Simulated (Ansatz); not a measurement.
Computed results, one entry a study.

**CdWO4 (P2/c): spin-orbit coupling beyond the local functionals**

The structure is monoclinic, space group P2/c (No. 13). The conventional cell has a = 5.040 Å, b = 5.870 Å, c = 5.084 Å, α = 90.00°, β = 91.48°, γ = 90.00°. Cd has 6 O at 2.20 to 2.43 Å nearest. W has 6 O at 1.78 to 2.15 Å nearest. Nearest to O lie 2 W at 1.92 to 2.15 Å and 1 Cd at 2.20 Å. Nearest to O lie 1 W at 1.78 Å and 2 Cd at 2.28 to 2.43 Å. Farther neighbours and most contacts between anions are not listed.

| Item | Value |
| --- | --- |
| method | DFT, HSE06 with spin-orbit coupling, plane waves, PAW (and 1 further level or step) |
| program | Ansatz 0.2.0 |
| settings of one run | cutoff 420 eV, 2×2×2 k-mesh, default PAW |
| cost | 2 runs, 7.4 min in all on 4 threads of Arm Neoverse V1, shared host (the runs of this entry) |
| notes | The cell and positions come from the Crystallography Open Database and are kept as given unless a step says otherwise. The lattice is static and excitons are left out. |
| HSE06 | 4.50 eV |
| HSE06+SOC | 4.48 eV |

Spin-orbit coupling changes the gap by −0.02 eV and the least direct gap by −0.01 eV. Against experiment, by HSE06+SOC: the direct gap of 4.52 eV lies +0.37 eV from the measured 4.15 eV (direct, 300 K, 2008). An exciton line or allowed optical edge lies below the quasiparticle gap by the binding energy; a forbidden edge can push the onset above it.

[Runs of the session that timed out or met a known fault of the program may be left out.]

[Cells called generated may have been cut or substituted from an entry of the Crystallography Open Database or the Materials Project.]

[Hosts, paths, dates, database ids (printed as entryN), source tags and the programs' standing remarks are cut or masked in the printed files.]
